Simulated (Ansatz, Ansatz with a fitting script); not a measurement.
An input for Ansatz 0.2.0 (InHO2 (Pmn2_1)):

```yaml
crystal:
  lattice:
    - [3.2838861257, 0.0, 0.0]
    - [0.0, 4.5797186074, 0.0]
    - [0.0, 0.0, 5.2776858519]
  atoms:
    - { symbol: In, position: [0.0, 0.7278178911, 0.0007655666] }
    - { symbol: In, position: [0.5, 0.2721821089, 0.5007655666] }
    - { symbol: H, position: [0.0, 0.8023920204, 0.479250074] }
    - { symbol: H, position: [0.5, 0.1976079796, 0.979250074] }
    - { symbol: O, position: [0.0, 0.9827511835, 0.3632387268] }
    - { symbol: O, position: [0.5, 0.0172488165, 0.8632387268] }
    - { symbol: O, position: [0.0, 0.5229990854, 0.6387456325] }
    - { symbol: O, position: [0.5, 0.4770009146, 0.1387456325] }
kpoints:
  mp_grid: { grid: [8, 6, 6] }
hamiltonian:
  xc: r2scan
  pseudopotentials: { kind: paw, source: ansatz }
  dispersion: rvv10
scf:
  occupations: { method: fixed }
  n_extra_bands: 6
  lower_state_search: "off"
  convergence: { dr2_threshold: 1.0e-09 }
output:
  eigenvalues: true
```

```sh
ansatz run input.yaml --threads 8 --pin off --max-ram 18432MiB --backend cpu --events-out ev --progress --plain --runs-dir out
```

Question: How long will it take on 8 threads of Arm Neoverse V1, shared host, and how much memory?

It took 31 s; on shared hardware allow 15 s to 61 s. Peak host memory was 1.8 GiB. The sizes that set the cost: 6139 plane waves a state, 80 irreducible k points and 11 SCF cycles.

[Paths, hosts, dates, memory and timing lines, banners, echoed tables and standing remarks are left out of the program output.]

[Logs are printed without paths, hosts, clocks, repeated set-up lines and the standing remarks that a program may print on its own settings, such as how far it seeks lower states.]

[Runs of the session that timed out or met a known fault of the program may be left out.]

[Hosts, paths, dates, database ids (printed as entryN), source tags and the programs' standing remarks are cut or masked in the printed files.]
